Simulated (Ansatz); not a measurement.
The compound is K2TcCl6 (started from the K2PtCl6 type) (Fm-3m).

The structure was built from a prototype and need not be the compound's stable phase.

```yaml
crystal:
  lattice:
    - [4.66207, 0.00000, 4.66207]
    - [4.66207, 4.66207, 0.00000]
    - [0.00000, 4.66207, 4.66207]
  atoms:
    - { symbol: K, position: [0.25000, 0.25000, 0.25000] }
    - { symbol: K, position: [0.75000, 0.75000, 0.75000] }
    - { symbol: Tc, position: [0.00000, 0.00000, 0.00000] }
    - { symbol: Cl, position: [0.24772, 0.24772, 0.75228] }
    - { symbol: Cl, position: [0.75228, 0.75228, 0.24772] }
    - { symbol: Cl, position: [0.24772, 0.75228, 0.24772] }
    - { symbol: Cl, position: [0.75228, 0.24772, 0.75228] }
    - { symbol: Cl, position: [0.75228, 0.24772, 0.24772] }
    - { symbol: Cl, position: [0.24772, 0.75228, 0.75228] }
```

The structure was relaxed with LDA. The structure type comes from a generator and need not be one that this composition takes. The structure was generated from a model, not taken from a measurement. The runs that relaxed it are not among those shown. The program's search for lower electronic states was switched off, so nothing shows that the state found is the lowest. PAW set soft_2, made with PBE.

A constrained-RPA run (Ansatz 0.2.0; non-magnetic LDA; Tc d + anion p, bands v20 to c3, 2×2×2 mesh, medium accuracy) builds 23 functions on bands 9.4 eV wide, with 39.0 electrons in the window. The bare on-site interaction is 15.0 eV and the bare J 0.56 eV.

Question: Estimate U, U′ and J.

On the Tc d shell, U = 6.58 eV (44 % of the bare value), U′ = 5.70 eV, J = 0.43 eV.

The parent state is non-magnetic and the interaction static (zero frequency); U depends on the window and the orbitals, so it belongs to this model alone. A window that holds the anion p bands defines a model with explicit ligands; its U belongs to that model and is not the U of DFT+U. Coarse meshes can leave U off its limit, most where the target bands are metallic.

[Paths, hosts, dates, memory and timing lines, banners, echoed tables and standing remarks are left out of the program output.]

[Logs are printed without paths, hosts, clocks, repeated set-up lines and the standing remarks that a program may print on its own settings, such as how far it seeks lower states.]

[Runs of the session that timed out or met a known fault of the program may be left out.]

[Hosts, paths, dates, database ids (printed as entryN), source tags and the programs' standing remarks are cut or masked in the printed files.]
